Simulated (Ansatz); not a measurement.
# Li (Lithium, Im-3m): lattice thermal conductivity

How well does the lattice of Lithium conduct heat?

Program: Ansatz 0.2.0. Level of theory: DFT PBE, scalar-relativistic, plane waves, PAW. Results are calculated unless marked as measured.

Report form: the programs' logs are mostly left out.

### 1. The starting structure

Symmetry: Im-3m, No. 229, cubic system. Conventional cell: a = 3.509 Å, b = 3.509 Å, c = 3.509 Å, α = 90.00°, β = 90.00°, γ = 90.00°. Nearest to Li lie 8 Li at 3.04 Å.

### 2. A first coarse run

A cheap single point shows whether the cell is a metal or an insulator and how far it is from rest; that sets the k-mesh and the occupations of what follows.

Input file input.yaml:

```yaml
crystal:
  lattice:
    - [-1.75465, 1.75465, 1.75465]
    - [1.75465, -1.75465, 1.75465]
    - [1.75465, 1.75465, -1.75465]
  atoms:
    - { symbol: Li, position: [0.0, 0.0, 0.0] }
kpoints:
  mp_grid: { grid: [8, 8, 8] }
hamiltonian:
  xc: pbe
scf:
  occupations: { method: gaussian, width: 0.1 }
output:
  forces: true
  stress: true
  eigenvalues: true
```

On the command line:

```
ansatz run input.yaml --threads 4 --pin off --max-ram 16384MiB --backend cpu --events-out ev --progress --plain --runs-dir out
```

Run time: 0.21 s. Hardware: 4 threads of Arm Neoverse V1, shared host; peak memory 0.23 GiB; 0.49 s of CPU time.

This step gave:

```
pressure          : -0.7610 GPa
volume per atom   : 21.61 Å³
gap on the k-mesh : 0 eV
```

The start is under -0.76 GPa at this level and looks like a metal on this mesh.

### 3. Relaxation

Phonons are second derivatives about a minimum, so cell and atoms are relaxed first, inside the symmetry of the start.

input.yaml, the sections that differ from step 2:

```yaml
kpoints:
  mp_grid: { grid: [16, 16, 16] }
output:
  forces: true
  stress: true
  eigenvalues: true
  write_density: true
  write_potential: true
  elf: true
  volumetric_format: npy
relax:
  adjacent_minimum: "off"
  f_tol: 0.005
  max_steps: 80
  cell: { stress_tol: 0.05 }
# crystal, hamiltonian, scf: as in step 2
```

Run time: 1.7 s. Hardware: 4 threads; peak memory 0.28 GiB; 5.8 s of CPU time.

Relaxation path:

```csv
step,energy less that of the first step (eV),largest force component (eV/Å),pressure (GPa),volume (Å³)
1,0.0000,0.0000,-0.80,21.61
2,-0.0024,0.0000,-0.48,21.03
3,-0.0035,0.0000,0.04,20.21
4*,-0.0035,0.0000,0.04,20.21
```

Relaxation steps marked * repeat the geometry before them on a plane-wave basis chosen anew for their cell, so energy and pressure can jump there.

```csv
"conventional cell, symmetrised",before,after,change
a (Å),3.509,3.432,-2.2 %
b (Å),3.509,3.432,-2.2 %
c (Å),3.509,3.432,-2.2 %
volume (Å³/atom),21.61,20.21,-6.5 %
```

The relaxed structure:

```cif
data_structure
_symmetry_space_group_name_H-M 'P 1'
_symmetry_Int_Tables_number 1
_cell_length_a 2.9719
_cell_length_b 2.9719
_cell_length_c 2.9719
_cell_angle_alpha 109.471
_cell_angle_beta 109.471
_cell_angle_gamma 109.471
_cell_volume 20.21
loop_
_atom_site_label
_atom_site_type_symbol
_atom_site_fract_x
_atom_site_fract_y
_atom_site_fract_z
_atom_site_occupancy
Li1 Li 0.00000 0.00000 0.00000 1
```

Numbers from this step:

| Quantity | Value |
| --- | --- |
| pressure | 0.04199 GPa |
| volume per atom | 20.21 Å³ |

Valence density in the ac plane of the conventional cell at fractional y = 0.000, with atoms of Li within 0.2 Å of it. It is the smooth field of the valence electrons, not physical close to the nuclei.

Ten steps, logarithmic in the rise over the least value, from '_' (0.1 e/Å³) to '@' (8.3 e/Å³), each cell a mean:
```
@@%%==________________..**%%
**++..__________________--**
..________________________..
____________________________
____________________________
____________________________
____________________________
____________________________
____________________________
____________________________
____________________________
++--____________________..==
%%##--__________________++%%
@@%%++________________..**@@
```
Columns run along a (3.4 Å), rows up along c (3.4 Å), edges of the conventional cell, whose origin can differ from the input's. Atoms in or near the plane, at fractional coordinates: Li at (0.00, 0.00).

Electrostatic potential energy in the ac plane of the conventional cell at fractional y = 0.000, with atoms of Li within 0.2 Å of it. With pseudopotentials it is smooth inside the atoms' cores, unlike the true potential.

Ten even steps from '_' (-29 eV) to '@' (4 eV), each cell a mean:
```
____==##%%@@@@@@@@@@%%**::__
..--**%%@@@@@@@@@@@@%%##==::
****%%%%@@@@@@@@@@@@@@%%##**
%%%%@@@@@@@@@@@@@@@@@@@@%%%%
@@@@@@@@@@@@@@@@@@@@@@@@@@@@
@@@@@@@@@@@@@@@@@@@@@@@@@@@@
@@@@@@@@@@@@@@@@@@@@@@@@@@@@
@@@@@@@@@@@@@@@@@@@@@@@@@@@@
@@@@@@@@@@@@@@@@@@@@@@@@@@@@
%%@@@@@@@@@@@@@@@@@@@@@@@@%%
####%%@@@@@@@@@@@@@@@@%%%%##
--==##%%@@@@@@@@@@@@@@%%**==
__..==##@@@@@@@@@@@@%%**--__
____--##%%@@@@@@@@@@%%**..__
```
Columns run along a (3.4 Å; values clipped at the 3rd and 97th percentile), rows up along c (3.4 Å), edges of the conventional cell, whose origin can differ from the input's. Atoms in or near the plane, at fractional coordinates: Li at (0.00, 0.00).

ELF in the ac plane of the conventional cell at fractional y = 0.000, with atoms of Li within 0.2 Å of it. It is the smooth field of the valence electrons, not physical close to the nuclei.

Ten even steps from '0' (0.37 × 1e-1) to '9' (9.91 × 1e-1), each cell a mean:
```
98301456530059
64001466531015
00013566652000
00135666654210
23455666665533
55566666666655
66666666666666
56666666666665
44556666666544
01245666655311
00014566653100
42002566541003
97201466530048
99400456520069
```
Columns run along a (3.4 Å), rows up along c (3.4 Å), edges of the conventional cell, whose origin can differ from the input's. Atoms in or near the plane, at fractional coordinates: Li at (0.00, 0.00).

The relaxation ends with a pressure of 0.04 GPa.

### 4. Relaxing to small residual forces and stress

The thresholds are tightened for a last relaxation ahead of the phonons, and where mesh or smearing change with them the cell follows.

Input file input.yaml:

```yaml
crystal:
  lattice:
    - [-1.7158076011, 1.7158076011, 1.7158076011]
    - [1.7158076011, -1.7158076011, 1.7158076011]
    - [1.7158076011, 1.7158076011, -1.7158076011]
  atoms:
    - { symbol: Li, position: [0.0, 0.0, 0.0] }
kpoints:
  mp_grid: { grid: [16, 16, 16] }
hamiltonian:
  xc: pbe
scf:
  occupations: { method: methfessel_paxton, width: 0.2 }
output:
  forces: true
  stress: true
  eigenvalues: true
relax:
  adjacent_minimum: "off"
  f_tol: 0.001
  max_steps: 60
  cell: { stress_tol: 0.01 }
```

Wall time 1.6 s (4 threads); peak memory 0.28 GiB; 5.3 s of CPU time.

Little changed from the start: no atom moved by 0.005 Å and no cell edge by 0.1 %.

Numbers from this step:

- pressure: -2.89e-5 GPa
- volume per atom: 20.26 Å³

The residual pressure is -2.9e-5 GPa, small enough for phonons.

### 5. An input with a fault

This input was changed on purpose, to see how the program answers.

Input file input.yaml:

```yaml
crystal:
  lattice:
    - [-1.7174036716, 1.7174036716, 1.7174036716]
    - [1.7174036716, -1.7174036716, 1.7174036716]
    - [1.7174036716, 1.7174036716, -1.7174036716]
  atoms:
    - { symbol: Li, position: [0.0, 0.0, 0.0] }
kpoints:
  mp_grid: { grid: [15, 15, 15] }
hamiltonian:
  xc: pbe
scf:
  occupations: { method: methfessel_paxton, width: 0.2 }
  max_iter: 80
output:
  eigenvalues: true
phonons:
  supercell: [3, 3, 3]
  dielectric: false
  third_order: { supercell: [3, 3, 3], pair_cutoff: 3.125 }
  lattice_thermal_conductivity:
    qmesh: [13, 13, 13]
    temperatures: [300]
    isotope_mass_variance: []
```

Wall time 0.02 s (4 threads); peak memory 0.031 GiB.

The input was rejected at the start.

The program's message: “Error: invalid value for `phonons.lattice_thermal_conductivity.isotope_mass_variance`: Li has no entry — state its isotope mass variance, 0 for a single isotope: `- { species: Li, variance: <g> }`”

The fault put into the input: no isotope entry for a species.

### 6. Stability check by linear response

Third-order constants cost many supercell runs, so a linear-response run first checks that the crystal is harmonically stable.

input.yaml, the sections that differ from step 5:

```yaml
kpoints:
  mp_grid: { grid: [12, 12, 12] }
scf:
  occupations: { method: methfessel_paxton, width: 0.2 }
phonons:
  method: dfpt
  qmesh: [4, 4, 4]
  temperatures: { t_max: 1000, t_step: 50 }
  qpath:
    path:
      - [[0.0, 0.0, 0.0], [0.5, -0.5, 0.5], [0.0, 0.0, 0.5], [0.0, 0.0, 0.0], [0.25, 0.25, 0.25], [0.5, -0.5, 0.5]]
      - [[0.25, 0.25, 0.25], [0.0, 0.0, 0.5]]
    npoints: 10
# crystal, hamiltonian, output: as in step 5
```

It took 13 s on 4 threads; peak memory 0.61 GiB.

Numbers from this step:

```
Γ frequencies                : 0, 0, 0 cm⁻¹ (negative: imaginary)
lowest frequency on the path : -19.58 cm⁻¹
highest frequency            : 330.4 cm⁻¹
```

No LO-TO term. Phonon branches along the path, in cm⁻¹:

```
    point  branch 1  branch 2  branch 3
        Γ         0         0         0
  halfway       217       222       222
        H       330       330       330
  halfway       213       281       310
        N        33       181       318
  halfway        24       131       222
        Γ         0         0         0
  halfway       142       142       250
        P       258       258       258
  halfway       164       301       301
        H       330       330       330
jump to P       258       258       258
  halfway       159       232       311
        N        33       181       318
```

Tetrahedra on 28 28 28, mean over bins of 5 cm⁻¹. The phonon density of states by wavenumber; read off at these points:

wavenumber (cm⁻¹), phonon density of states (1/cm⁻¹/cell) and a bar:
```
      -22     0.0000 
       -8     0.0001 
       12     0.0006 #
       28     0.0011 #
       48     0.0034 ###
       62     0.0042 ####
       78     0.0053 #####
       98     0.0070 ######
      112     0.0089 ########
      128     0.0108 ##########
      132     0.0112 ##########
      148     0.0086 ########
      162     0.0083 #######
      182     0.0103 #########
      198     0.0104 #########
      212     0.0105 #########
      232     0.0109 ##########
      248     0.0114 ##########
      262     0.0116 ##########
      282     0.0138 ############
      298     0.0229 ####################
      308     0.0336 ##############################
      318     0.0086 ########
      332     0.0000
```

Lowest modes at the softest wavevector of the mesh; phase exp(i q.(R + tau)). Modes at q = (0.250, -0.250, 0.000):

| mode | frequency (cm⁻¹) |
| --- | --- |
| 1 | 24.4 |
| 2 | 130.6 |
| 3 | 222.3 |

Displacements in mode 1 (24.4 cm⁻¹), the largest set to 1, in the home cell:
```
Li1 1.00 1.00 0.00
```

Displacements in mode 2 (130.6 cm⁻¹), the largest set to 1, in the home cell:
```
Li1 0.00 0.00 1.00
```

No mode is imaginary beyond numerical noise at the solved wavevectors.

### 7. Summary of results

```json
{
 "lowest frequency at the solved wavevectors": "0 cm⁻¹",
 "conductivity": "not obtained"
}
```

What this shows: No conductivity was obtained: the solved wavevectors of the 4×4×4 mesh are all real, but the interpolation between them dips to 20i cm⁻¹, so the script did not go on; a denser mesh must tell an artefact from a soft mode. The cell of these runs is 6 % smaller in volume than the database cell; frequencies and all that rests on them shift with it.

[Logs are printed without paths, hosts, clocks, repeated set-up lines and the standing remarks that a program may print on its own settings, such as how far it seeks lower states.]

[Hosts, paths, dates, database ids (printed as entryN), source tags and the programs' standing remarks are cut or masked in the printed files.]

[A step with changed settings may run another functional than the one named; its input shows which.]
